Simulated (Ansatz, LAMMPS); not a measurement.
**Squeezing and shearing 47In2O3-53ZnO (mol %) with crystalline order left by the classical run (65 atoms)**

Aim: relax 47In2O3-53ZnO (mol %) with crystalline order left by the classical run (65 atoms), then change its volume and shape to read moduli from the stress.

Program: Ansatz 0.2.0. Level of theory: Kohn-Sham DFT, PBE, PAW (set soft_1), plane waves; PAW set soft_1. Values are calculated unless marked as measured.

## 1. Set-up

The cell holds 65 atoms: 18 In, 10 Zn and 37 O. Cell: a = 9.412 Å, b = 9.412 Å, c = 9.412 Å, α = 90.0°, β = 90.0°, γ = 90.0°. 65 atoms (18 Sc, 10 Zn, 37 O) placed at random at 4.13 g/cm³, melted at 5000 K for 10 ps at fixed volume with the Morse and Coulomb pair potential with partial charges (Pedone, Malavasi, Menziani, Cormack and Segre, J. Phys. Chem. B 110, 11780 (2006)). Quenched from 5000 K to 300 K at 1000 K/ps and fixed volume, held 10 ps at zero pressure, then minimised at fixed cell. Then Sc was replaced by In and the cell scaled by 1.027 (the potential has no terms for the new elements, so the cell is a start for a DFT relaxation).

What the set-up can't give: The quench rate of 1000 K/ps is many orders above laboratory rates, so the cell is likely richer in defects and strain than a real sample. The starting topology of bonds comes from the classical model, and needn't be the one that DFT or experiment would give.

## 2. Single point at the start

The forces at the start show how far the geometry lies from a minimum of this functional.

input.yaml

```yaml
crystal:
  lattice:
    - [9.41183, 0.0, 0.0]
    - [0.0, 9.41183, 0.0]
    - [0.0, 0.0, 9.41183]
  atoms:
    - { symbol: In, position: [0.9243, 0.77356, 0.92794] }
    - { symbol: In, position: [0.23293, 0.10487, 0.91093] }
    - { symbol: In, position: [0.28765, 0.76114, 0.95382] }
    - { symbol: In, position: [0.75141, 0.28503, 0.20009] }
    - { symbol: In, position: [0.9277, 0.43152, 0.46271] }
    - { symbol: In, position: [0.5888, 0.62611, 0.06349] }
    - { symbol: In, position: [0.5844, 0.45644, 0.45115] }
    - { symbol: In, position: [0.90239, 0.12123, 0.94005] }
    - { symbol: In, position: [0.57757, 0.93841, 0.83525] }
    - { symbol: In, position: [0.42167, 0.96985, 0.19722] }
    - { symbol: In, position: [0.20787, 0.43525, 0.92016] }
    - { symbol: In, position: [0.75348, 0.1098, 0.56345] }
    - { symbol: In, position: [0.43143, 0.2869, 0.70657] }
    - { symbol: In, position: [0.92494, 0.78435, 0.45032] }
    - { symbol: In, position: [0.25612, 0.11832, 0.46176] }
    - { symbol: In, position: [0.0923, 0.60668, 0.20199] }
    - { symbol: In, position: [0.42109, 0.33476, 0.14322] }
    - { symbol: In, position: [0.58638, 0.79877, 0.43164] }
    - { symbol: Zn, position: [0.07723, 0.26528, 0.21702] }
    - { symbol: Zn, position: [0.08343, 0.95313, 0.2236] }
    - { symbol: Zn, position: [0.07802, 0.95803, 0.68232] }
    - { symbol: Zn, position: [0.44832, 0.64714, 0.69691] }
    - { symbol: Zn, position: [0.09356, 0.60859, 0.68126] }
    - { symbol: Zn, position: [0.24696, 0.44257, 0.45665] }
    - { symbol: Zn, position: [0.76426, 0.42054, 0.82432] }
    - { symbol: Zn, position: [0.7572, 0.64602, 0.69268] }
    - { symbol: Zn, position: [0.26993, 0.78402, 0.4855] }
    - { symbol: Zn, position: [0.7704, 0.93548, 0.19058] }
    - { symbol: O, position: [0.9159, 0.4754, 0.6818] }
    - { symbol: O, position: [0.37732, 0.54195, 0.02427] }
    - { symbol: O, position: [0.76596, 0.94197, 0.41748] }
    - { symbol: O, position: [0.43203, 0.63046, 0.47225] }
    - { symbol: O, position: [0.07719, 0.94493, 0.93188] }
    - { symbol: O, position: [0.25111, 0.76392, 0.71183] }
    - { symbol: O, position: [0.5886, 0.46446, 0.6869] }
    - { symbol: O, position: [0.50077, 0.73346, 0.88655] }
    - { symbol: O, position: [0.41134, 0.30219, 0.47865] }
    - { symbol: O, position: [0.76938, 0.61272, 0.92488] }
    - { symbol: O, position: [0.10219, 0.92991, 0.4587] }
    - { symbol: O, position: [0.74871, 0.29515, 0.43916] }
    - { symbol: O, position: [0.08373, 0.25952, 0.9721] }
    - { symbol: O, position: [0.37292, 0.27637, 0.92746] }
    - { symbol: O, position: [0.55573, 0.15469, 0.19554] }
    - { symbol: O, position: [0.94157, 0.78412, 0.21281] }
    - { symbol: O, position: [0.23808, 0.10902, 0.2226] }
    - { symbol: O, position: [0.93204, 0.4348, 0.23395] }
    - { symbol: O, position: [0.58641, 0.80632, 0.20424] }
    - { symbol: O, position: [0.59441, 0.45774, 0.22058] }
    - { symbol: O, position: [0.58626, 0.12385, 0.70819] }
    - { symbol: O, position: [0.91273, 0.09644, 0.71492] }
    - { symbol: O, position: [0.3927, 0.96886, 0.97324] }
    - { symbol: O, position: [0.23147, 0.42534, 0.23197] }
    - { symbol: O, position: [0.09328, 0.27917, 0.44812] }
    - { symbol: O, position: [0.25969, 0.46034, 0.70414] }
    - { symbol: O, position: [0.91248, 0.10918, 0.17974] }
    - { symbol: O, position: [0.75399, 0.28222, 0.97631] }
    - { symbol: O, position: [0.24198, 0.79478, 0.17958] }
    - { symbol: O, position: [0.76742, 0.93548, 0.96264] }
    - { symbol: O, position: [0.25438, 0.1094, 0.68934] }
    - { symbol: O, position: [0.40785, 0.94269, 0.42282] }
    - { symbol: O, position: [0.09694, 0.6261, 0.96432] }
    - { symbol: O, position: [0.94218, 0.77387, 0.68978] }
    - { symbol: O, position: [0.0873, 0.61235, 0.44737] }
    - { symbol: O, position: [0.75858, 0.62152, 0.4609] }
    - { symbol: O, position: [0.62092, 0.81057, 0.6506] }
kpoints:
  mp_grid: { grid: [2, 2, 2] }
hamiltonian:
  xc: pbe
  pseudopotentials: { kind: paw, azcp: { folder: soft_1 } }
scf:
  occupations: { method: gaussian, width: 0.05 }
output:
  forces: true
```

The run is started by

```bash
$ ansatz run input.yaml --threads 16 --pin off --max-ram 31232MiB --backend cpu --events-out ev --progress --plain --runs-dir out
```

The log of the run:

```text
[...]
Pseudopotentials: kind: paw
Pseudopotential: In, paw, valence charge 13, recommended cutoff 420 eV (normal), soft_1/In.paw.azcp
Pseudopotential: Zn, paw, valence charge 12, recommended cutoff 420 eV (normal), soft_1/Zn.paw.azcp
Pseudopotential: O, paw, valence charge 6, recommended cutoff 420 eV (normal), soft_1/O.paw.azcp
[... 5 lines on functional and potentials left out ...]
Crystal: 65 atoms, lattice volume = 833.724 Å³
Basis set: ecut = 420 eV, 16279 PW (Γ), exchange–correlation on 128×128×128 points (8 copies of the dense FFT grid, shifted against one another)
Bands: 353, of which v1, the nominal top of the filled ones, is band 288 counted from 1 (287 counted from 0)
Symmetry: 1 space group operations
Space group: P1 (ITA 1), of the structure as read, at distance tolerance 9.4e-5 Å
k-points: 8
[... 7 lines on functional and potentials left out ...]
Initial density: superposition of atomic densities (chi_scale 0.1, normalization cell, long waves kept (reshape's long-wave potential 0.32 eV rms))
Initial wavefunctions: pseudopotential atomic-orbital guess
[...]
SCF iter   1: F=—  HF=-154953.006793 eV  |F-HF|=—  |Δ(HF+E_count)|=         —  Δρ=7.98e-2  dr2=3.42e1  ethr=3.10e-3  ⟨swp⟩=6.0  Hψ=11829  notcnv=0  defer=58
preconditioner: auto → Resta (q_TF=auto, 2.565 Å⁻¹)  ε∞=4.9  [insulator: Δε(μ)=0.502 eV  Ē_g=15.590 eV  σ=0.050 eV  W_gap=1.00  n_scr=250 (ndim 8)  ℏωp=30.9 eV  f_vac=0.023  D(μ)=0.00/eV (n_scr^D=0)  ε∞_Penn≈4.9]
SCF iter   2: F=—  HF=-154944.959494 eV  |F-HF|=—  |Δ(HF+E_count)|=    8.05e0  Δρ=3.02e-2  dr2=6.12e0  ethr=3.10e-3  ⟨swp⟩=2.0  Hψ=4582  notcnv=0  defer=474
SCF iter   3: F=—  HF=-154943.514128 eV  |F-HF|=—  |Δ(HF+E_count)|=    1.45e0  Δρ=1.61e-2  dr2=1.66e0  ethr=1.06e-3  ⟨swp⟩=2.1  Hψ=4412  notcnv=0  defer=311
automatic band count: iteration 3 solves 333 bands in place of 353: the levels show a gap, and the empty bands left out lie too high to hold charge; the band table lists the bands solved (type scf.n_extra_bands for more)
SCF iter   4: F=—  HF=-154943.196007 eV  |F-HF|=—  |Δ(HF+E_count)|=   3.18e-1  Δρ=5.48e-3  dr2=1.76e-1  ethr=2.88e-4  ⟨swp⟩=3.1  Hψ=3727  notcnv=0  defer=311
SCF iter   5: F=—  HF=-154943.281271 eV  |F-HF|=—  |Δ(HF+E_count)|=   8.53e-2  Δρ=2.90e-3  dr2=5.34e-2  ethr=3.06e-5  ⟨swp⟩=2.0  Hψ=5232  notcnv=0  defer=314
[...]
SCF iter  13: F=—  HF=-154943.286048 eV  |F-HF|=—  |Δ(HF+E_count)|=   7.62e-7  Δρ=4.92e-6  dr2=2.04e-7  ethr=2.32e-10  ⟨swp⟩=2.0  Hψ=4646  notcnv=0  defer=314
SCF iter  14: F=-154943.286048 eV  HF=-154943.286048 eV  |F-HF|=1.02e-8  |Δ(HF+E_count)|=   3.38e-7  Δρ=2.49e-6  dr2=4.71e-8  ethr=1.74e-11  ⟨swp⟩=4.0  Hψ=8582  notcnv=0
SCF 1 converged in 14 iterations: F = -154943.286048 eV  dr2 = 4.71e-8
[...]
SCF converged after 14 iterations
Free energy (F): -154943.286048 eV
Harris-Foulkes:  -154943.286048 eV  (|F-HF|=1.02e-8)
Internal energy: -154943.285812 eV  (E = F + TS)
E sigma→0 (E₀):  -154943.285930 eV
Entropy (-TS):   -0.000237 eV (-0.004 meV/atom)
Fermi energy:    8.696301 eV
--- Per-component energies (eV) ---
[...]
Σ components = -154943.286048   (vs F -154943.286048, Δ=0.00e0)
--- Forces (eV/Å), atoms counted from 1 ---
  atom   1  In    -0.01800718     0.00805150    -0.01417362
  atom   2  In    -0.03164378    -0.11223005     0.15272161
  atom   3  In    -0.44135030     0.07960154     0.04636415
  atom   4  In     0.18154571    -0.23689105    -0.40277938
[...]
atom  65  O      0.09566349    -0.39689245     0.40934020
  max |Σ_I F_I| component: 1.89e-5 eV/Å
```

Run time: 21 s. Hardware: 16 threads of Arm Neoverse V2, shared host; peak memory 9.6 GiB; 5 min of CPU time.

The r.m.s. force at the start is 0.27 eV/Å.

## 3. Cell and atoms relaxed

Cell and atoms are freed together, to release stress as well as forces.

input.yaml

```yaml
crystal:
  lattice:
    - [9.41183, 0.0, 0.0]
    - [0.0, 9.41183, 0.0]
    - [0.0, 0.0, 9.41183]
  atoms:
    [... the 65 atom lines of step 2 ...]
kpoints:
  mp_grid: { grid: [2, 2, 2] }
hamiltonian:
  xc: pbe
  pseudopotentials: { kind: paw, azcp: { folder: soft_1 } }
scf:
  occupations: { method: gaussian, width: 0.05 }
output:
  forces: true
relax:
  f_tol: 0.05
  max_steps: 150
  cell: {}
```

The log of the run:

```text
[...]
Crystal: 65 atoms, lattice volume = 833.724 Å³
Basis set: ecut = 420 eV, 16279 PW (Γ), exchange–correlation on 128×128×128 points (8 copies of the dense FFT grid, shifted against one another)
Bands: 353, of which v1, the nominal top of the filled ones, is band 288 counted from 1 (287 counted from 0)
Symmetry: 1 space group operations
[...]
k-points: 8
[...]
SCF iter   1: F=—  HF=-154953.006793 eV  |F-HF|=—  |Δ(HF+E_count)|=         —  Δρ=7.98e-2  dr2=3.42e1  ethr=3.10e-3  ⟨swp⟩=6.0  Hψ=11829  notcnv=0  defer=58
[...]
SCF iter  14: F=-154943.286048 eV  HF=-154943.286048 eV  |F-HF|=9.26e-9  |Δ(HF+E_count)|=   3.37e-7  Δρ=2.44e-6  dr2=4.54e-8  ethr=1.74e-11  ⟨swp⟩=4.0  Hψ=8741  notcnv=0
SCF 1 converged in 14 iterations: F = -154943.286048 eV  dr2 = 4.54e-8
[...]
relax step   1: F+E_penalty+E_count = -154943.28604820 eV  Δ(F+E_penalty+E_count) = +0.000e0 eV  max|allowed force component| = 8.464e-1 eV/Å  Δτ_max = 0.0000 Å  P = +2.665 GPa  Ω = 833.724 Å³  (14 SCF iters, dr2 threshold 1.00e-7 eV, accepted)
[... from here on, the SCF cycles and remarks between the steps are left out ...]
relax step   2: F+E_penalty+E_count = -154943.89233782 eV  Δ(F+E_penalty+E_count) = -6.063e-1 eV  max|allowed force component| = 4.635e-1 eV/Å  Δτ_max = 0.0886 Å  P = -0.382 GPa  Ω = 848.911 Å³  energy of the carried Pulay correction = -3.485e-2 eV  (8 SCF iters, dr2 threshold 6.50e-6 eV, accepted)
relax step   3: F+E_penalty+E_count = -154944.04583096 eV  Δ(F+E_penalty+E_count) = -1.535e-1 eV  max|allowed force component| = 2.488e-1 eV/Å  Δτ_max = 0.0400 Å  P = -0.372 GPa  Ω = 848.977 Å³  energy of the carried Pulay correction = -3.500e-2 eV  (9 SCF iters, dr2 threshold 6.50e-6 eV, accepted)
relax step   4: F+E_penalty+E_count = -154944.25938757 eV  Δ(F+E_penalty+E_count) = -2.136e-1 eV  max|allowed force component| = 2.062e-1 eV/Å  Δτ_max = 0.2000 Å  P = +0.042 GPa  Ω = 848.673 Å³  energy of the carried Pulay correction = -3.430e-2 eV  (9 SCF iters, dr2 threshold 3.87e-6 eV, accepted)
relax step   5: F+E_penalty+E_count = -154944.38476881 eV  Δ(F+E_penalty+E_count) = -1.254e-1 eV  max|allowed force component| = 1.431e-1 eV/Å  Δτ_max = 0.2000 Å  P = -0.026 GPa  Ω = 850.387 Å³  energy of the carried Pulay correction = -3.820e-2 eV  (9 SCF iters, dr2 threshold 2.66e-6 eV, accepted)
relax step   6: F+E_penalty+E_count = -154944.44289935 eV  Δ(F+E_penalty+E_count) = -5.813e-2 eV  max|allowed force component| = 1.124e-1 eV/Å  Δτ_max = 0.2000 Å  P = +0.053 GPa  Ω = 852.562 Å³  energy of the carried Pulay correction = -4.313e-2 eV  (9 SCF iters, dr2 threshold 1.28e-6 eV, accepted)
relax step   7: F+E_penalty+E_count = -154944.48624631 eV  Δ(F+E_penalty+E_count) = -4.335e-2 eV  max|allowed force component| = 8.989e-2 eV/Å  Δτ_max = 0.2000 Å  P = -0.065 GPa  Ω = 852.493 Å³  energy of the carried Pulay correction = -4.297e-2 eV  (9 SCF iters, dr2 threshold 7.90e-7 eV, accepted)
relax step   8: F+E_penalty+E_count = -154944.42659661 eV  Δ(F+E_penalty+E_count) = +5.965e-2 eV  max|allowed force component| = 4.468e-1 eV/Å  Δτ_max = 0.1883 Å  P = -0.010 GPa  Ω = 850.946 Å³  energy of the carried Pulay correction = -3.947e-2 eV  (10 SCF iters, dr2 threshold 5.05e-7 eV, rejected (line search))
relax step   9: F+E_penalty+E_count = -154944.51868726 eV  Δ(F+E_penalty+E_count) = -3.244e-2 eV  max|allowed force component| = 5.807e-2 eV/Å  Δτ_max = 0.0942 Å  P = -0.010 GPa  Ω = 851.386 Å³  energy of the carried Pulay correction = -4.047e-2 eV  (14 SCF iters, accepted)
relax step  10: F+E_penalty+E_count = -154944.52905994 eV  Δ(F+E_penalty+E_count) = -1.037e-2 eV  max|allowed force component| = 3.993e-2 eV/Å  Δτ_max = 0.1000 Å  P = +0.034 GPa  Ω = 850.839 Å³  energy of the carried Pulay correction = -3.923e-2 eV  (9 SCF iters, dr2 threshold 2.11e-7 eV, accepted)
relax step  11: F+E_penalty+E_count = -154944.53684418 eV  Δ(F+E_penalty+E_count) = -7.784e-3 eV  max|allowed force component| = 1.594e-1 eV/Å  Δτ_max = 0.1450 Å  P = +0.070 GPa  Ω = 850.353 Å³  energy of the carried Pulay correction = -3.812e-2 eV  (11 SCF iters, dr2 threshold 2.78e-8 eV, accepted)
relax step  12: F+E_penalty+E_count = -154944.60684482 eV  Δ(F+E_penalty+E_count) = -7.000e-2 eV  max|allowed force component| = 1.090e-1 eV/Å  Δτ_max = 0.2000 Å  P = -0.081 GPa  Ω = 852.698 Å³  energy of the carried Pulay correction = -4.344e-2 eV  (9 SCF iters, dr2 threshold 1.59e-6 eV, accepted)
relax step  13: F+E_penalty+E_count = -154944.63126437 eV  Δ(F+E_penalty+E_count) = -2.442e-2 eV  max|allowed force component| = 7.271e-2 eV/Å  Δτ_max = 0.0796 Å  P = +0.037 GPa  Ω = 852.361 Å³  energy of the carried Pulay correction = -4.267e-2 eV  (9 SCF iters, dr2 threshold 7.42e-7 eV, accepted)
relax step  14: F+E_penalty+E_count = -154944.63333028 eV  Δ(F+E_penalty+E_count) = -2.066e-3 eV  max|allowed force component| = 1.294e-2 eV/Å  Δτ_max = 0.0242 Å  P = -0.011 GPa  Ω = 852.789 Å³  energy of the carried Pulay correction = -4.364e-2 eV  (7 SCF iters, dr2 threshold 3.30e-7 eV, accepted)
relax step  15: F+E_penalty+E_count = -154944.72586237 eV  Δ(F+E_penalty+E_count) = -9.253e-2 eV  max|allowed force component| = 1.128e-2 eV/Å  Δτ_max = 0.0000 Å  P = +0.153 GPa  Ω = 852.789 Å³  stress off target by 4.42e-1 GPa  SCF on the basis re-selected at this cell (its energy is not comparable with the rows above)  (8 SCF iters)
relax step  16: F+E_penalty+E_count = -154944.72773502 eV  Δ(F+E_penalty+E_count) = -1.873e-3 eV  max|allowed force component| = 1.469e-2 eV/Å  Δτ_max = 0.0153 Å  P = -0.008 GPa  Ω = 854.442 Å³  energy of the carried Pulay correction = -3.848e-3 eV  (7 SCF iters, dr2 threshold 4.89e-7 eV, accepted)
relax step  17: F+E_penalty+E_count = -154944.73212786 eV  Δ(F+E_penalty+E_count) = -4.393e-3 eV  max|allowed force component| = 1.476e-2 eV/Å  Δτ_max = 0.0000 Å  P = -0.006 GPa  Ω = 854.442 Å³  stress off target by 1.37e-2 GPa  SCF on the basis re-selected at this cell (its energy is not comparable with the rows above)  (7 SCF iters)
[...]
SCF converged after 7 iterations
Free energy (F): -154944.732128 eV
[...]
Internal energy: -154944.732075 eV  (E = F + TS)
E sigma→0 (E₀):  -154944.732101 eV
Entropy (-TS):   -0.000053 eV (-0.001 meV/atom)
Fermi energy:    8.232458 eV
[...]
--- Forces (eV/Å), atoms counted from 1 ---
  atom   1  In     0.00004910     0.00174117    -0.00208440
  atom   2  In     0.00434935     0.00443733    -0.00162243
  atom   3  In     0.00155418    -0.00413506    -0.00548324
  atom   4  In     0.00534353    -0.00270394    -0.00734801
  atom   5  In     0.00923645    -0.00685282     0.00728534
  atom   6  In    -0.00321049     0.00497226    -0.00621900
  atom   7  In    -0.00875017    -0.00255241     0.00753331
  atom   8  In    -0.00242585     0.00932889     0.00494352
  atom   9  In     0.00088850    -0.00224670    -0.00263116
  atom  10  In    -0.00071721    -0.00859973     0.00207572
  atom  11  In     0.00669198    -0.00069927    -0.00485855
  atom  12  In    -0.00254722     0.00234413    -0.00410772
  atom  13  In     0.00737664    -0.00400269    -0.00620569
  atom  14  In     0.00014016     0.00326858     0.00464727
[...]
atom  64  O      0.00403671    -0.00123979     0.00114922
  atom  65  O      0.00180346    -0.00421310     0.00285444
  max |Σ_I F_I| component: 3.85e-6 eV/Å
--- Stress (GPa, compression-positive) ---
       -0.007809      -0.001764      -0.001067
       -0.001764      -0.004158      -0.007218
       -0.001067      -0.007218      -0.007179
  P = ⅓ Tr σ = -0.0064 GPa (-0.064 kbar)
--- Relaxed structure (15 steps of the walk, 14 accepted, 2 SCFs on fresh bases) ---
  F+E_penalty+E_count = -154944.73212786 eV   max|allowed force component| = 1.476e-2 eV/Å   (the final SCF, on the basis selected at the relaxed cell)
  cell:  # Å, volume = 854.4425 Å³
    - [9.653243, -0.272249, -0.112889]
    - [-0.272249, 9.665460, 0.033591]
    - [-0.112889, 0.033591, 9.166411]
  atoms:
    - { symbol: In, position: [0.924535, 0.778248, 0.950207] }
    - { symbol: In, position: [0.229407, 0.100997, 0.933384] }
    - { symbol: In, position: [0.276688, 0.759791, 0.946695] }
    - { symbol: In, position: [0.748194, 0.300048, 0.192892] }
[...]
- { symbol: O, position: [0.643746, 0.873182, 0.641967] }
```

Run time: 5.5 min. Hardware: 16 threads; peak memory 10 GiB.

The relaxation converged after 15 steps, with a largest force component of 0.015 eV/Å.

[end of part 1 of 3]

[Long decimals in the printed logs are rounded to 6 places.]

[Logs are printed without paths, hosts, clocks, repeated set-up lines and the standing remarks that a program may print on its own settings, such as how far it seeks lower states.]

[Hosts, paths, dates, database ids (printed as entryN), source tags and the programs' standing remarks are cut or masked in the printed files.]
